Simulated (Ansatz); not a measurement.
Whose spectrum is this?

Method: Ansatz, LDA, independent particles, without spin-orbit coupling, line width 0.1 eV (Gaussian); metals get a typed carrier damping. The response is along the first axis of the cell.

E (eV), Im ε and a bar:
```
     0.50      59.26 ################
     0.75      18.02 #####
     1.00      21.39 ######
     1.25     107.56 ##############################
     1.50      99.09 ############################
     1.75      75.24 #####################
     2.00      38.01 ###########
     2.25      20.86 ######
     2.50      12.97 ####
     2.75       8.64 ##
     3.00       6.04 ##
     3.25       4.38 #
     3.50       3.28 #
     3.75       2.51 #
     4.00       1.96 
     4.25       1.56 
     4.50       1.26 
     4.75       1.03 
     5.00       0.86 
     5.25       0.74 
     5.50       0.62 
     5.75       0.56 
     6.00       0.48 
     6.25       0.40 
     6.50       0.34 
     6.75       0.31 
     7.00       0.40 
     7.25       0.61 
     7.50       0.72 
     7.75       0.82 
     8.00       0.88 
     8.25       0.94 
     8.50       0.98 
     8.75       1.01 
     9.00       1.04 
     9.25       1.06 
     9.50       1.05 
     9.75       1.03 
    10.00       1.00 
    10.25       1.01 
    10.50       1.01 
    10.75       0.93 
    11.00       0.87 
    11.25       0.81 
    11.50       0.77 
    11.75       0.72 
    12.00       0.69
```

Task: All candidates were run at this level. Which one is shown?
A. ZnO (P6_3mc)
B. ZnSe (F-43m)
C. Zn (P6_3/mmc)
D. BaZnPF (P4/nmm)

Result: C. Zn (P6_3/mmc): a metal, with a Drude term, main peak of the conductivity above 1 eV at 1.40 eV. The others: ZnSe (F-43m), least direct gap 1.03 eV, ε∞ = 8.25 along the first axis, strongest peak along the first axis at 5.24 eV; ZnO (P6_3mc), least direct gap 0.74 eV, ε∞ = 5.43 along the first axis, strongest peak along the first axis at 10.02 eV; BaZnPF (P4/nmm), least direct gap 0.27 eV, ε∞ = 9.45 along the first axis, strongest peak along the first axis at 3.15 eV.

[Logs are printed without paths, hosts, clocks, repeated set-up lines and the standing remarks that a program may print on its own settings, such as how far it seeks lower states.]
